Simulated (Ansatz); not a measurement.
# 3-layer 1T-HfS2 (AB) in a perpendicular field, part 2 of 3

Wanted: the out-of-plane response of the 3-layer 1T-HfS2 (AB). A positive field points along +c.

Ansatz 0.2.0; plane-wave DFT, PBE-D3(BJ), Ansatz PAW.

So far. Step 2 (Relaxing the slab): The lattice constant a goes from 3.640 to 3.613 Å.

### Step 3. Single point, field 0, start network

A sawtooth potential applies the field, turning back in the middle of the vacuum. With the dipole correction the typed value is the field outside the slab. The induced dipole is small, so the SCF threshold is tight.

The cell differs from the one that the last finished run ended in (c 62.236 → 33.150 Å).

input.yaml

```yaml
crystal:
  lattice:
    - [3.6126211998, 0.0, 0.0]
    - [-1.8063105999, 3.1286217333, 0.0]
    - [0.0, 0.0, 33.1498859636]
  atoms:
    - { symbol: S, position: [0.6666666667, 0.3333333333, 0.2714941466] }
    - { symbol: Hf, position: [0.0, 0.0, 0.3154554851] }
    - { symbol: S, position: [0.3333333333, 0.6666666667, 0.3593081007] }
    - { symbol: S, position: [0.0, 0.0, 0.4502042755] }
    - { symbol: Hf, position: [0.3333333333, 0.6666666667, 0.4940520816] }
    - { symbol: S, position: [0.6666666667, 0.3333333333, 0.537875587] }
    - { symbol: S, position: [0.6666666667, 0.3333333333, 0.640679042] }
    - { symbol: Hf, position: [0.0, 0.0, 0.6845252005] }
    - { symbol: S, position: [0.3333333333, 0.6666666667, 0.7285058534] }
kpoints:
  mp_grid: { grid: [18, 18, 1] }
  band_path:
    path: [[0, 0, 0], [0.5, 0, 0], [0.33333333, 0.33333333, 0], [0, 0, 0]]
    npoints: 16
hamiltonian:
  xc: pbe
  dispersion: d3bj
scf:
  occupations: { method: fermi_dirac, width: 0.02585 }
  convergence: { dr2_threshold: 1.0e-10 }
efield:
  axis: 3
  dipole_correction: true
  ramp_position: 0.97
  ramp_width: 0.06
  amplitude: 0
output:
  dos: { projected: true, e_range: [-6, 5] }
  write_potential: true
  write_density: true
  volumetric_format: npy
  elf: true
```

Run with:

```sh
ansatz run input.yaml --threads 4 --pin off --max-ram 8192MiB --backend cpu --events-out ev --progress --plain --runs-dir out
```

Numbers of over 12 decimals in the logs are rounded to 6 here.

Output:

```text
[...]
Crystal: 9 atoms, lattice volume = 374.677 Å³
Basis set: ecut = 420 eV, 7239 PW (Γ)
Bands: 69, of which v1, the nominal top of the filled ones, is band 57 counted from 1 (56 counted from 0)
Symmetry: 6 space group operations
[...]
k-points: 37 of 324 (time reversal used)
[...]
SCF iter   1: F=—  HF=-52593.085280 eV  |F-HF|=—  |Δ(HF+E_count)|=         —  Δρ=1.13e-3  dr2=5.86e-3  ethr=1.77e-3  p=0.003 e·Å  D=1.21e-3 V/Å  ΔV_dip=-0.04 eV  dr2_dipole=4.11e-5  V_vac-E_F(+/−)=5.78/5.82 eV  ⟨swp⟩=7.3  Hψ=10508  notcnv=0  defer=9
efield: sawtooth ramp at fractional position 0.9700 (set: `efield.ramp_position`, or a place that a band, a saddle search or an elastic batch's reference lends), width 0.0600; the density the first Hamiltonian is built on has a dipole p = 0.003 e·Å; the dipole correction subtracts the counter field D = 1.21e-3 V/Å, which shifts the + side's vacuum level by -0.04 eV against the − side's; the planar-averaged density in the ramp window peaks in size at 1.5e-5 e/Å³
[...]
SCF iter   2: F=—  HF=-52593.086810 eV  |F-HF|=—  |Δ(HF+E_count)|=   1.53e-3  Δρ=6.73e-4  dr2=1.31e-3  ethr=5.14e-6  p=0.000 e·Å  D=1.84e-4 V/Å  ΔV_dip=-0.01 eV  dr2_dipole=3.99e-6  V_vac-E_F(+/−)=5.80/5.81 eV  ⟨swp⟩=2.8  Hψ=6042  notcnv=0  defer=128
[...]
SCF iter  12: F=-52593.087782 eV  HF=-52593.087782 eV  |F-HF|=3.64e-11  |Δ(HF+E_count)|=  2.18e-11  Δρ=4.25e-8  dr2=2.36e-11  ethr=1.00e-12  p=0.000 e·Å  D=3.32e-5 V/Å  ΔV_dip=-0.00 eV  dr2_dipole=1.89e-13  V_vac-E_F(+/−)=5.82/5.82 eV  ⟨swp⟩=12.3  Hψ=8396  notcnv=0
SCF 1 converged in 12 iterations: F = -52593.087782 eV  dr2 = 2.36e-11
[...]
NSCF: frozen V_eff on 49 k-points
efield: sawtooth ramp at fractional position 0.9700 (kept from the solve that this one continues, or follows in the run), width 0.0600; the density the first Hamiltonian is built on has a dipole p = 0.000 e·Å; the dipole correction subtracts the counter field D = 3.32e-5 V/Å, which shifts the + side's vacuum level by -0.00 eV against the − side's; the planar-averaged density in the ramp window peaks in size at 8.4e-8 e/Å³
[...]
SCF converged after 12 iterations
Free energy (F): -52593.087782 eV
[...]
Internal energy: -52593.087782 eV  (E = F + TS)
E sigma→0 (E₀):  -52593.087782 eV
Fermi energy:    2.389584 eV
Dipole field:    D = 0.000033 V/Å  (p = 0.000068 e·Å, saw-weighted, corrected)
Work function:   Φ+ = 5.8153 eV   Φ− = 5.8164 eV
Levels:          The Fermi level and band energies are counted from a zero that moves with the ramp; work functions are not
[...]
--- Band table (eV; the first three rows and the last of 37) ---
  k-point 0: bands = [... 53 lower, 1.8547, 1.8547, 1.8938, 1.8938, 3.9047, 3.9047, 3.9174, 3.9174, ... 8 higher]
  k-point 1: bands = [... 53 lower, 1.6636, 1.6952, 1.7563, 1.7968, 3.9272, 3.9436, 3.9594, 4.0211, ... 8 higher]
  k-point 2: bands = [... 53 lower, 1.4640, 1.5258, 1.5684, 1.7256, 3.8721, 3.9095, 3.9434, 4.3114, ... 8 higher]
  k-point 36: bands = [... 53 lower, 0.0196, 0.2651, 0.2746, 0.3619, 4.6659, 4.6823, 4.6920, 5.3070, ... 8 higher]
```

It took 60 s on 4 threads of Arm Neoverse V1, shared host; peak memory 1.5 GiB; 4 min of CPU time.

Reading the cycles: dr2 is the Hartree energy of the density residual (eV), the measure of convergence; HF is the Harris–Foulkes estimate of the energy, which meets the free energy F at convergence.

Numbers from this step:

* gap on the k-mesh: 1.010 eV
* dipole along the normal: 6.79e-5 e·Å
* gap along the path: 1.010 eV
* smallest direct gap along the path: 1.844 eV
* ionisation energy, upper face: 6.311 eV
* electron affinity, upper face: 5.301 eV
* gap, the smaller of path and mesh: 1.010 eV

Running mean over a fixed 2.5 Å (it still follows the layers) of the planar mean; the ramp of the sawtooth is left out. The electron's electrostatic potential energy less the Fermi level by z:

z (Å), electron's electrostatic potential energy less the Fermi level (eV) and a bar from the least value:
```
      3.5       5.82 ##############################
      4.0       5.82 ##############################
      4.5       5.82 ##############################
      5.0       5.82 ##############################
      5.5       5.81 ##############################
      6.0       5.80 ##############################
      6.5       5.72 ##############################
      7.0       5.33 #############################
      7.5       3.88 ##########################
      8.0       1.65 #####################
      8.5      -0.78 ################
      9.0      -3.59 ##########
      9.5      -6.43 ###
     10.0      -7.77 
     10.5      -7.97 
     11.0      -7.69 #
     11.5      -6.05 ####
     12.0      -3.13 ###########
     12.5      -0.51 ################
     13.0       1.41 ####################
     13.5       1.94 ######################
     14.0       0.89 ###################
     14.5      -1.29 ###############
     15.0      -4.12 ########
     15.5      -6.81 ###
     16.0      -7.86 
     16.5      -7.99 
     17.0      -7.57 #
     17.5      -5.63 #####
     18.0      -2.66 ############
     18.5      -0.08 #################
     19.0       2.14 ######################
     19.5       3.33 #########################
     20.0       2.39 #######################
     20.5       0.24 ##################
     21.0      -2.27 ############
     21.5      -5.24 ######
     22.0      -7.42 #
     22.5      -7.95 
     23.0      -7.89 
     23.5      -7.04 ##
     24.0      -4.50 ########
     24.5      -1.56 ##############
     25.0       0.92 ###################
     25.5       3.26 ########################
     26.0       5.03 ############################
     26.5       5.66 ##############################
     27.0       5.78 ##############################
     27.5       5.81 ##############################
     28.0       5.81 ##############################
     28.5       5.81 ##############################
     29.0       5.82 ##############################
     29.5       5.82 ##############################
```

The density of states has structure finer than the step of the table below, so its rows give means over 0.25 eV, whole bins alone (the curve runs from -6 to 2.49 eV). Peaks (eV: height): -3.990: 18.9, -3.850: 17.5, -3.220: 13.9, -3.050: 20.1, -2.940: 29.0, -2.610: 18.3, -2.330: 13.2.

The density of states by energy, zero at the Fermi level of the run, which the smearing sets inside the gap; means over each step:

```
energy (eV)  density of states (states/eV a cell)
      -5.75                                     0
      -5.50                                 0.201
      -5.25                                  2.35
      -5.00                                  3.80
      -4.75                                  5.33
      -4.50                                  6.45
      -4.25                                  4.61
      -4.00                                  11.4
      -3.75                                  11.9
      -3.50                                  4.78
      -3.25                                  9.35
      -3.00                                  18.5
      -2.75                                  10.3
      -2.50                                  7.74
      -2.25                                  7.00
      -2.00                                  7.61
      -1.75                                  10.5
      -1.50                                  8.82
      -1.25                                  5.70
      -1.00                                  4.15
      -0.75                                  2.91
      -0.50                                 0.321
      -0.25                                     0
       0.00                                     0
       0.25                                     0
       0.50                                 0.310
       0.75                                  1.94
       1.00                                  3.52
       1.25                                  4.06
       1.50                                  6.35
       1.75                                  5.50
       2.00                                  4.40
       2.25                                  4.10
```

Projected DOS per atom over height of the atomic layer and energy from the Fermi level. Layers: S Hf S S Hf S S Hf S from below.

Values in states/eV, 22 rows by 9 columns, each cell a mean:
```
0.16 1.00 0.16 0.15 0.96 0.15 0.15 0.97 0.16
0.14 1.14 0.14 0.14 1.13 0.13 0.14 1.15 0.15
0.19 1.62 0.19 0.19 1.64 0.19 0.18 1.61 0.19
0.15 0.94 0.15 0.15 0.96 0.15 0.15 0.96 0.15
0.09 0.55 0.08 0.08 0.54 0.09 0.09 0.58 0.09
0.01 0.04 0.00 0.01 0.06 0.01 0.00 0.02 0.00
0.00 0.00 0.00 0.00 0.00 0.00 0.00 0.00 0.00
0.01 0.00 0.01 0.01 0.00 0.01 0.01 0.00 0.01
0.29 0.04 0.28 0.51 0.04 0.52 0.41 0.04 0.41
0.98 0.13 0.99 0.63 0.14 0.62 0.77 0.13 0.76
1.32 0.27 1.34 1.39 0.28 1.44 1.45 0.28 1.39
1.27 0.29 1.26 1.30 0.33 1.18 1.21 0.31 1.30
0.84 0.38 0.94 1.12 0.40 0.82 0.74 0.33 0.92
1.62 0.92 1.28 1.13 0.76 1.25 1.29 0.92 1.60
1.68 1.55 1.67 1.68 1.58 1.88 1.92 1.62 1.69
0.74 0.52 0.61 0.70 0.58 0.81 0.53 0.42 0.57
1.54 0.92 1.56 1.46 0.85 1.49 1.80 1.08 1.73
0.59 0.52 0.72 0.70 0.52 0.68 0.59 0.44 0.49
0.60 0.63 0.75 0.75 0.65 0.70 0.73 0.64 0.62
0.34 0.42 0.40 0.42 0.45 0.40 0.38 0.42 0.34
0.07 0.10 0.09 0.11 0.13 0.10 0.08 0.10 0.07
0.00 0.00 0.00 0.00 0.00 0.00 0.00 0.00 0.00
```
Columns: height of the atomic layer (Å) from 9 to 24.1 (not evenly spaced); rows upwards: energy from the Fermi level (eV) from -5.96 to 2.5.

The electronic bands at the labelled points (eV, zero at the Fermi level of the run, which the smearing sets inside the gap):

```
  point  band 54  band 55  band 56  band 57  band 58  band 59  band 60  band 61
      Γ    -0.53    -0.53    -0.50    -0.50     1.52     1.52     1.53     1.53
halfway    -1.39    -1.36    -1.09    -0.85     1.00     1.10     1.22     2.79
      M    -1.67    -1.60    -1.59    -1.53     0.51     0.68     0.83     3.64
halfway    -2.34    -2.13    -1.89    -1.69     1.39     1.53     1.67     3.35
      K    -2.37    -2.12    -2.12    -2.03     2.28     2.29     2.30     2.92
halfway    -2.06    -1.35    -1.13    -0.92     1.76     1.86     1.89     2.00
      Γ    -0.53    -0.53    -0.50    -0.50     1.52     1.52     1.53     1.53
```

ELF in the ca plane at fractional y = 0.000, with atoms of Hf and S within 0.2 Å of it. It is the smooth field of the valence electrons, not physical close to the nuclei.

Ten even steps from '0' (0.00) to '9' (0.90), each cell a mean:
```
00000000000000000000005899710000179843786210
00000000000000000023322576313310058999974112
00000000000000001356763111257752015788631125
00000000000000013578886312588874001233211126
00000000000000013678887423688875100111101126
00000000000000002467875211478863002566411125
00000000000000000235542343235531037999852113
00000000000000000011113788511110169977885211
00000000000000000000006989720000289821686310
```
Columns run along c (16.0 Å, from fractional 0.05 to 0.53 of the cell), rows up along a (3.6 Å). Atoms in or near the plane, at fractional coordinates: Hf at (0.32, 0.00), S at (0.45, 0.00).

Electrostatic potential energy in the ca plane at fractional y = 0.000, with atoms of Hf and S within 0.2 Å of it. With pseudopotentials it is smooth inside the atoms' cores, unlike the true potential.

Ten even steps from '0' (-35 eV) to '9' (8 eV), each cell a mean:
```
99999999999999999999872000158999996100168999
99999999999999999999875211478999998532588889
99999999999999999999887666788999999888877788
99999999999999999998888888888899999998876677
99999999999999999998888888888899999998866677
99999999999999999999888877888899999998876678
99999999999999999999987434678999999766788888
99999999999999999999874000268999997300378899
99999999999999999999861000058999996011068999
```
Columns run along c (16.0 Å, from fractional 0.05 to 0.53 of the cell; values clipped at the 3rd and 97th percentile), rows up along a (3.6 Å). Atoms in or near the plane, at fractional coordinates: Hf at (0.32, 0.00), S at (0.45, 0.00).

Valence density in the ca plane at fractional y = 0.000, with atoms of Hf and S within 0.2 Å of it. It is the smooth field of the valence electrons, not physical close to the nuclei.

Ten steps, logarithmic in the rise over the least value, from '0' (0 e/Å³) to '9' (29 e/Å³), each cell a mean:
```
00000000000000000000014798520000012322321000
00000000000000000000012465310000001233211000
00000000000000000000111121111100000111111111
00000000000000000001111101111110000000111111
00000000000000000001111101111110000000011212
00000000000000000001111111111100000011111111
00000000000000000000111233211000001122211001
00000000000000000000013677410000001333321000
00000000000000000000015899620000012322321000
```
Columns run along c (16.0 Å, from fractional 0.05 to 0.53 of the cell), rows up along a (3.6 Å). Atoms in or near the plane, at fractional coordinates: Hf at (0.32, 0.00), S at (0.45, 0.00).

The gap is 1.01 eV, with the valence edge 6.31 eV and the conduction edge 5.30 eV under the upper vacuum level. Spin-orbit coupling, left out in this run, matters for the bands of elements this heavy.

### Step 4. Atoms held, field 0.05 V/Å

Changes to input.yaml since step 3:

```diff
@@ -31,5 +31,4 @@
   ramp_width: 0.06
-  amplitude: 0
+  amplitude: 0.05
 output:
-  dos: { projected: true, e_range: [-6, 5] }
   write_potential: true
@@ -37,2 +36 @@
   volumetric_format: npy
-  elf: true
```

Output:

```text
[...]
Crystal: 9 atoms, lattice volume = 374.677 Å³
Basis set: ecut = 420 eV, 7239 PW (Γ)
Bands: 69, of which v1, the nominal top of the filled ones, is band 57 counted from 1 (56 counted from 0)
Symmetry: 6 space group operations
[...]
k-points: 37 of 324 (time reversal used)
[...]
k-point 0: bands = [... 53 lower, 1.8432, 1.8432, 1.9254, 1.9254, 3.8619, 3.8619, 3.9057, 3.9057, ... 8 higher]
  k-point 1: bands = [... 53 lower, 1.6708, 1.6757, 1.7475, 1.8268, 3.8863, 3.9349, 3.9807, 4.0058, ... 8 higher]
  k-point 2: bands = [... 53 lower, 1.4380, 1.5212, 1.5958, 1.7229, 3.8375, 3.9123, 3.9720, 4.2733, ... 8 higher]
  k-point 36: bands = [... 53 lower, 0.0817, 0.2361, 0.2396, 0.3918, 4.6293, 4.6609, 4.7466, 5.3093, ... 8 higher]
[key lines of the parts left out:]
SCF converged after 15 iterations
Free energy (F): -52593.088917 eV
Fermi energy:    2.391839 eV
Dipole field:    D = 0.021883 V/Å  (p = 0.045310 e·Å, saw-weighted, corrected)
```

Wall time 65 s (4 threads); peak memory 1.4 GiB.

The dipole is 0.0453 e·Å, and the gap 0.957 eV.

### Step 5. Single point, field -0.05 V/Å

Changes to input.yaml since step 4:

```diff
@@ -31,3 +31,3 @@
   ramp_width: 0.06
-  amplitude: 0.05
+  amplitude: -0.05
 output:
```

Output:

```text
[...]
Crystal: 9 atoms, lattice volume = 374.677 Å³
Basis set: ecut = 420 eV, 7239 PW (Γ)
Bands: 69, of which v1, the nominal top of the filled ones, is band 57 counted from 1 (56 counted from 0)
Symmetry: 6 space group operations
[...]
k-points: 37 of 324 (time reversal used)
[...]
k-point 0: bands = [... 53 lower, 1.8381, 1.8381, 1.9357, 1.9357, 3.8549, 3.8549, 3.9111, 3.9111, ... 8 higher]
  k-point 1: bands = [... 53 lower, 1.6740, 1.7043, 1.7382, 1.8389, 3.8810, 3.9363, 3.9761, 4.0157, ... 8 higher]
  k-point 2: bands = [... 53 lower, 1.4451, 1.5050, 1.6109, 1.7357, 3.8418, 3.8956, 3.9904, 4.2720, ... 8 higher]
  k-point 36: bands = [... 53 lower, 0.0268, 0.2928, 0.3155, 0.3334, 4.6217, 4.6706, 4.7504, 5.2863, ... 8 higher]
[key lines of the parts left out:]
SCF converged after 15 iterations
Free energy (F): -52593.088910 eV
Fermi energy:    2.408273 eV
Dipole field:    D = -0.021814 V/Å  (p = -0.045168 e·Å, saw-weighted, corrected)
```

The job ended after 64 s (4 threads; peak memory 1.4 GiB; 4.2 min of CPU time).

The dipole is -0.0452 e·Å, and the gap 0.969 eV.

### Step 6. Single point, field 0.1 V/Å

Changes to input.yaml since step 5:

```diff
@@ -29,5 +29,5 @@
   dipole_correction: true
-  ramp_position: 0.97
-  ramp_width: 0.06
-  amplitude: -0.05
+  ramp_position: 0.9623
+  ramp_width: 0.0754
+  amplitude: 0.1
 output:
```

Output:

```text
[...]
Crystal: 9 atoms, lattice volume = 374.677 Å³
Basis set: ecut = 420 eV, 7239 PW (Γ)
Bands: 69, of which v1, the nominal top of the filled ones, is band 57 counted from 1 (56 counted from 0)
Symmetry: 6 space group operations
[...]
k-points: 37 of 324 (time reversal used)
[...]
k-point 0: bands = [... 53 lower, 1.8303, 1.8303, 1.9832, 1.9832, 3.8013, 3.8013, 3.9006, 3.9006, ... 8 higher]
  k-point 1: bands = [... 53 lower, 1.6375, 1.7329, 1.7341, 1.8847, 3.8270, 3.9215, 3.9285, 4.0231, ... 8 higher]
  k-point 2: bands = [... 53 lower, 1.3905, 1.5070, 1.6539, 1.7281, 3.7842, 3.9011, 4.0328, 4.2160, ... 8 higher]
  k-point 36: bands = [... 53 lower, 0.1418, 0.2016, 0.2166, 0.4233, 4.5687, 4.6557, 4.8086, 5.2867, ... 8 higher]
[key lines of the parts left out:]
SCF converged after 15 iterations
Free energy (F): -52593.092314 eV
Fermi energy:    2.402608 eV
Dipole field:    D = 0.043737 V/Å  (p = 0.090562 e·Å, saw-weighted, corrected)
```

It took 65 s on 4 threads; peak memory 1.4 GiB.

The dipole is 0.0906 e·Å, and the gap 0.864 eV.

### Step 7. Single point, field -0.1 V/Å

Changes to input.yaml since step 6:

```diff
@@ -31,3 +31,3 @@
   ramp_width: 0.0754
-  amplitude: 0.1
+  amplitude: -0.1
 output:
```

Output:

```text
[...]
Crystal: 9 atoms, lattice volume = 374.677 Å³
Basis set: ecut = 420 eV, 7239 PW (Γ)
Bands: 69, of which v1, the nominal top of the filled ones, is band 57 counted from 1 (56 counted from 0)
Symmetry: 6 space group operations
[...]
k-points: 37 of 324 (time reversal used)
[...]
k-point 0: bands = [... 53 lower, 1.8381, 1.8381, 1.9918, 1.9918, 3.7923, 3.7923, 3.9153, 3.9153, ... 8 higher]
  k-point 1: bands = [... 53 lower, 1.6638, 1.7388, 1.7560, 1.8947, 3.8185, 3.9137, 3.9410, 4.0359, ... 8 higher]
  k-point 2: bands = [... 53 lower, 1.3909, 1.5066, 1.6661, 1.7526, 3.7811, 3.9020, 4.0470, 4.2098, ... 8 higher]
  k-point 36: bands = [... 53 lower, 0.0945, 0.3066, 0.3226, 0.3585, 4.5593, 4.6751, 4.8103, 5.2536, ... 8 higher]
[key lines of the parts left out:]
SCF converged after 15 iterations
Free energy (F): -52593.092300 eV
Fermi energy:    2.423640 eV
Dipole field:    D = -0.043665 V/Å  (p = -0.090413 e·Å, saw-weighted, corrected)
```

Wall time 66 s (4 threads); peak memory 1.4 GiB; 4.3 min of CPU time.

The dipole is -0.0904 e·Å, and the gap 0.889 eV.

### Step 8. Atoms held, field 0.2 V/Å

Changes to input.yaml since step 7:

```diff
@@ -31,3 +31,3 @@
   ramp_width: 0.0754
-  amplitude: -0.1
+  amplitude: 0.2
 output:
```

Output:

```text
[...]
Crystal: 9 atoms, lattice volume = 374.677 Å³
Basis set: ecut = 420 eV, 7239 PW (Γ)
Bands: 69, of which v1, the nominal top of the filled ones, is band 57 counted from 1 (56 counted from 0)
Symmetry: 6 space group operations
[...]
k-points: 37 of 324 (time reversal used)
[...]
k-point 0: bands = [... 53 lower, 1.8167, 1.8167, 2.1045, 2.1045, 3.6787, 3.6787, 3.8917, 3.8917, ... 8 higher]
  k-point 1: bands = [... 53 lower, 1.6518, 1.7198, 1.8540, 2.0062, 3.7050, 3.7995, 3.9190, 4.0136, ... 8 higher]
  k-point 2: bands = [... 53 lower, 1.2810, 1.4916, 1.7610, 1.7757, 3.6660, 3.8885, 4.0950, 4.1552, ... 8 higher]
  k-point 36: bands = [... 53 lower, 0.1674, 0.2334, 0.2716, 0.4905, 4.4472, 4.6442, 4.9317, 5.1927, ... 8 higher]
[key lines of the parts left out:]
SCF converged after 15 iterations
Free energy (F): -52593.105898 eV
Fermi energy:    2.417595 eV
Dipole field:    D = 0.087482 V/Å  (p = 0.181140 e·Å, saw-weighted, corrected)
```

Elapsed: 66 s, on 4 threads; peak memory 1.4 GiB.

The dipole is 0.181 e·Å, and the gap 0.652 eV.

(Continued in part 3 of 3.)

[Logs are printed without paths, hosts, clocks, repeated set-up lines and the standing remarks that a program may print on its own settings, such as how far it seeks lower states.]

[Hosts, paths, dates, database ids (printed as entryN), source tags and the programs' standing remarks are cut or masked in the printed files.]

[Maps of the electrostatic potential energy from Ansatz leave out the sawtooth potential of an applied field or a dipole correction, so their vacuum need not be flat; planar profiles and work functions include it.]

[The density of states shown here was stored with 400 of the rows of the run's finer table, so its peaks can read low, often by over a quarter, or be missed, and its means over a window can be off by a tenth or more.]
